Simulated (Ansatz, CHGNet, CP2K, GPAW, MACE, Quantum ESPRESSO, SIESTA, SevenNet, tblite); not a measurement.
## tblite runs on random rock-salt alloy of NbC and TiC (64 atoms)

How near does tblite come to plane waves for random rock-salt alloy of NbC and TiC (64 atoms)?

Calculated with tblite 0.8.0; the method is named at each step.

## 1. Starting point

The cell holds 64 atoms: 28 Ti, 32 C and 4 Nb. Its edges and angles: a = 8.692 Å, b = 8.692 Å, c = 8.692 Å, α = 90.0°, β = 90.0°, γ = 90.0°. It derives from NbC (rock-salt), repeated 2×2×2. Rock-salt NbC, 2 x 2 x 2 conventional cells, 28 of 32 Nb sites given to Ti at random (x = 0.875), lattice by Vegard's rule (a = 4.346 Å); not relaxed, displaced by a Gaussian of 0.02 Å. Then every atom was moved at random, 0.02 Å r.m.s. a Cartesian component.

The yardstick, on the same geometry:

```
method                 : Kohn-Sham DFT, PBE, SSSP efficiency 1.3.0 pseudopotentials, plane waves (Quantum ESPRESSO 7.5); sssp-pbe-1.3.0-efficiency, cutoffs 45/360 Ry, Γ point
r.m.s. force component : 0.5088 eV/Å
longest force          : 1.728 eV/Å
pressure               : 1.386 GPa
time                   : 3 min on 2 MPI ranks of Arm Neoverse V2, shared host
CPU time               : 6 min
```

## 2. IPEA1-xTB

Method: IPEA1-xTB tight binding, diagonalisation.

run.py

```python
import numpy as np
from ase.io import read
from tblite.ase import TBLite

atoms = read("structure.xyz")
atoms.calc = TBLite(method="IPEA1-xTB", electronic_temperature=580, accuracy=1.0, max_iterations=250, mixer_damping=0.1, verbosity=1)
energy = atoms.get_potential_energy()
forces = atoms.get_forces()
print(f"energy {energy:.6f} eV")
print("forces (eV/A)")
for i, (a, f) in enumerate(zip(atoms, forces)):
    print(f"{i:4d} {a.symbol:2s} {f[0]:10.5f} {f[1]:10.5f} {f[2]:10.5f}")
stress = -atoms.get_stress(voigt=False) * 160.21766
print("stress (GPa, compression positive)")
for row in stress:
    print(" ".join(f"{x:10.4f}" for x in row))
print("charges (e)")
print(np.array2string(atoms.get_charges(), precision=4, suppress_small=True, max_line_width=110, threshold=100000))
```

structure.xyz

```xyz
64
Lattice="8.69160 0.00000 0.00000 0.00000 8.69160 0.00000 0.00000 0.00000 8.69160" Properties=species:S:1:pos:R:3 pbc="T T T"
Ti 8.66987 0.00217 8.68413
C 2.20402 0.07849 8.67891
Ti 8.67648 2.19202 2.17881
C 2.19889 2.19098 2.20019
Ti 2.20002 0.06519 2.13170
C 0.05502 8.68856 2.13952
Ti 2.12284 2.19932 8.63267
C 0.00869 2.21757 8.68969
Ti 0.00904 8.67795 4.36518
C 2.17942 0.00017 4.30547
Ti 8.66848 2.20593 6.53469
C 2.17785 2.20827 6.52991
Ti 2.18811 8.65527 6.51896
C 8.64953 0.06128 6.49932
Nb 2.18837 2.19333 4.28557
C 8.69056 2.08451 4.34615
Ti 8.69030 4.37900 8.65944
C 2.19063 4.33276 8.67265
Nb 8.64049 6.57259 2.14648
C 2.19289 6.49349 2.21949
Ti 2.18681 4.30990 2.14361
C 0.01434 4.39752 2.19698
Ti 2.19028 6.52913 0.01556
C 0.00965 6.54408 0.01226
Ti 0.03876 4.32581 4.31894
C 2.13135 4.34441 4.31347
Ti 0.04728 6.54391 6.45777
C 2.19072 6.49914 6.56746
Ti 2.14091 4.35345 6.51635
C 0.03303 4.34450 6.45699
Ti 2.14709 6.52000 4.33155
C 8.66422 6.52357 4.34085
Ti 4.38117 8.64779 0.02651
C 6.56894 8.66248 0.00087
Ti 4.39977 2.12657 2.13709
C 6.50740 2.14474 2.17777
Ti 6.50558 8.69082 2.13109
C 4.31973 0.02573 2.14204
Nb 6.55573 2.18029 8.68030
C 4.32059 2.12449 8.68586
Ti 4.31747 8.67552 4.29287
C 6.51244 0.02938 4.33050
Nb 4.35301 2.18177 6.51574
C 6.47594 2.19046 6.51913
Ti 6.55660 0.00947 6.50097
C 4.33407 8.67083 6.55268
Ti 6.53869 2.14422 4.36909
C 4.28722 2.22635 4.32564
Ti 4.34919 4.37683 0.02929
C 6.51070 4.35223 8.66101
Ti 4.34050 6.45760 2.17203
C 6.52026 6.54060 2.18828
Ti 6.51948 4.33563 2.16264
C 4.39934 4.32251 2.15378
Ti 6.52896 6.52974 0.03798
C 4.32520 6.48680 8.68882
[... 4 atom lines left out ...]
Ti 6.53269 4.33163 6.59032
C 4.35310 4.36901 6.49584
Ti 6.49984 6.60170 4.36336
C 4.40734 6.52696 4.38335
```

On the command line:

```console
$ OMP_NUM_THREADS=1 python run.py > output.txt
```

Output:

```text
------------------------------------------------------------
  cycle        total energy    energy error   density error
------------------------------------------------------------
      1     -65.09233914888  -6.5366624E+01   1.2058376E+00
      2     -108.5746089338  -4.3482270E+01   7.4429883E-01
      3     -110.1956668231  -1.6210579E+00   6.1780930E-01
      4     -26.64935298078   8.3546314E+01   8.2972164E-01
      5     -110.2772341166  -8.3627881E+01   4.6453308E-01
      6     -107.2647595770   3.0124745E+00   4.2169195E-01
      7     -111.0988144458  -3.8340549E+00   2.6152284E-01
      8     -107.6862904192   3.4125240E+00   2.1573060E-01
      9     -111.5787326302  -3.8924422E+00   1.1664033E-01
     10     -113.0894584612  -1.5107258E+00   4.3642073E-02
     11     -113.2361886034  -1.4673014E-01   2.8978382E-02
     12     -113.3077919630  -7.1603360E-02   1.7567851E-02
     13     -113.2959777929   1.1814170E-02   1.7357010E-02
     14     -113.3212625817  -2.5284789E-02   9.7796349E-03
     15     -113.3213053304  -4.2748643E-05   8.0995486E-03
     16     -113.3241715928  -2.8662624E-03   5.9257705E-03
     17     -113.3233491742   8.2241857E-04   3.8010473E-03
     18     -113.3238359075  -4.8673329E-04   2.6364358E-03
     19     -113.3243536232  -5.1771567E-04   1.5872637E-03
     20     -113.3243506025   3.0206976E-06   1.1608057E-03
     21     -113.3244271399  -7.6537455E-05   5.7546939E-04
     22     -113.3244237992   3.3406901E-06   3.6704834E-04
     23     -113.3244402222  -1.6422936E-05   1.2941140E-04
     24     -113.3244407983  -5.7616261E-07   8.6005125E-05
     25     -113.3244413513  -5.5292055E-07   6.0059271E-05
     26     -113.3244413791  -2.7808824E-08   6.4324986E-05
     27     -113.3244412162   1.6291960E-07   5.8952915E-05
     28     -113.3244414559  -2.3973111E-07   2.4388641E-05
     29     -113.3244414234   3.2497667E-08   2.4657464E-05
     30     -113.3244414728  -4.9463495E-08   1.8527522E-05
------------------------------------------------------------
 total:                                   6.073 sec
energy -3083.715123 eV
forces (eV/A)
   0 Ti    0.82404    0.33501   -0.57458
   1 C     0.08173   -0.34428    0.05677
   2 Ti   -0.16595   -0.02631   -0.19728
   3 C    -0.19812    0.06167   -1.58051
   4 Ti   -0.13513   -0.63010   -0.76292
   5 C    -0.21405    1.47228    0.31385
   6 Ti    0.27025   -0.23322    0.69578
   7 C     1.05225   -0.52076    0.19662
   8 Ti    0.00396    0.35654   -0.29273
   9 C     0.00788   -0.96776    0.50967
  10 Ti    0.64940    0.05174   -0.37528
  11 C    -1.38068   -0.26324    0.88684
  12 Ti   -0.14648   -0.27649   -0.00639
  13 C     0.03406   -0.47148    0.23691
  14 Nb   -0.29600   -0.64227    1.05992
  15 C    -1.21769    0.40864    0.04585
  16 Ti    0.30269    0.44613    0.31251
  17 C    -0.09673    0.32050    0.11926
  18 Nb    0.49796   -0.26849    0.26545
  19 C     1.24706    0.22601    0.46111
  20 Ti   -0.11434    0.07160   -0.53053
  21 C     0.52752   -1.34400   -0.59698
  22 Ti   -0.30218    0.07705   -0.83288
  23 C     0.31439   -0.53919   -1.43949
[...]
56 Ti    0.55154    0.60927   -0.41155
  57 C    -0.33167   -0.09953   -0.60498
  58 Ti   -0.00399   -0.02935    0.07617
  59 C     0.14698    0.08384   -0.00704
  60 Ti    0.46421    1.15128   -0.88332
  61 C    -0.05583    1.03004   -0.04249
  62 Ti   -0.04716   -0.70391    0.29438
  63 C    -0.49511    0.19525   -0.19214
stress (GPa, compression positive)
  -22.4191    -0.0878    -0.8596
   -0.0878   -22.0574    -0.1128
   -0.8596    -0.1128   -22.5185
charges (e)
[ 0.0144 -0.0649 -0.0416 -0.087   0.0138 -0.0715 -0.081  -0.087   0.0156 -0.0672 -0.0414 -0.096   0.0157
 -0.0634  0.6761 -0.0876  0.0158 -0.0621  0.6852 -0.0823  0.0176 -0.072  -0.0044 -0.0844  0.0137 -0.0655
 -0.0532 -0.0743  0.0149 -0.0623 -0.0391 -0.084   0.0145 -0.0697 -0.041  -0.0879  0.0123 -0.0636  0.6674
 -0.0922  0.0117 -0.0607  0.695  -0.0937  0.0144 -0.0682 -0.0848 -0.0936  0.0145 -0.0678 -0.0509 -0.0819
  0.0161 -0.0638 -0.0387 -0.0749  0.0112 -0.0619 -0.0525 -0.0764  0.0092 -0.068  -0.0091 -0.0756]
```

It took 6.6 s on 1 thread of Arm Neoverse V2, shared host; peak memory 0.12 GiB.

Banners, paths, timers and routine set-up lines are dropped from the logs unmarked, and long logs keep their key lines alone; longer cuts are marked.

Numbers from this run, and their distance from the reference:

| Property | Result |
| --- | --- |
| r.m.s. force component | 0.5746 eV/Å |
| r.m.s. difference of force components | 361.5 meV/Å |
| longest difference of force vectors | 1192 meV/Å |
| force difference over r.m.s. force | 71.06 % |
| slope of forces against the reference's | 0.8854 |
| correlation of force components | 0.7839 |
| pressure | -22.33 GPa |
| pressure difference | -23.72 GPa |

Length of the force difference by element (eV/Å):

```csv
element,atoms,mean,most
C,32,0.66,1.2
Nb,4,0.51,0.75
Ti,28,0.46,0.86
```

Local excerpt of 9 atoms (numbers count through the whole input) about C48, which bears the longest force; x, y, z are measured from there.

```csv
atom,x,y,z,distance (Å),bonds,Mulliken charge (e),Fx,Fy,Fz (eV/Å)
C48,0.00,0.00,0.00,0.00,6,-0.09,1.73,-0.21,-0.85
Nb15,-2.10,-0.03,-0.04,2.10,6,0.68,-0.30,-0.64,1.06
Ti57,0.07,2.11,0.03,2.11,6,0.01,0.55,0.61,-0.41
Nb43,0.07,-0.04,2.19,2.19,6,0.69,0.18,-0.66,0.11
Ti35,0.11,-0.10,-2.19,2.19,6,-0.04,-0.38,0.41,0.10
Ti41,0.03,-2.24,-0.03,2.24,6,0.01,0.78,-0.74,0.03
Ti47,2.25,-0.08,0.04,2.25,6,-0.08,0.31,0.60,-0.52
C4,-2.09,-0.04,-2.13,2.98,6,-0.09,-0.20,0.06,-1.58
C54,0.11,2.10,-2.17,3.02,6,-0.06,0.32,0.24,0.09
```

Atoms are counted from 1 here, from 0 in the log.

Forces lie 71 % from the reference's, at 0.018 times its CPU time (on 1 against 2 cores).

Further runs of this program without a result: tblite GFN2-xTB (not converged).

## 3. Summary of results

* force difference from the reference: tblite IPEA1-xTB, 71 %
* its CPU time: 6.6 s

Tight binding differs by 71 % (tblite IPEA1-xTB); it is another model, with fitted parameters of its own, and the xTB methods hold dispersion. IPEA1-xTB was fitted to ionisation energies and electron affinities, not to forces or charges. One electronic-structure run takes under half the reference's CPU time: tblite IPEA1-xTB, at 71 % in 6.6 s against 6 min, too far off to be of use; its pressure misses by -23.7 GPa. Periodic xTB results under one method name differ between programs and library versions. The reference's pressure holds the uncorrected Pulay stress of its 45 Ry basis, so small pressure differences, and their order, may be the reference's own error. The host structure and its lattice constant were typed by rule, without a check against the phase diagram. The electronic-structure runs sample only Γ, in a cell whose shortest periodic width is 9 Å, which is coarse for a cell with partly filled levels.

[Also dropped from logs without a mark: logging warnings of Python, and SIESTA's first energy breakdown and zero terms.]

[Logs are printed without paths, hosts, clocks, repeated set-up lines and the standing remarks that a program may print on its own settings, such as how far it seeks lower states.]

[Hosts, paths, dates, database ids (printed as entryN), source tags and the programs' standing remarks are cut or masked in the printed files.]
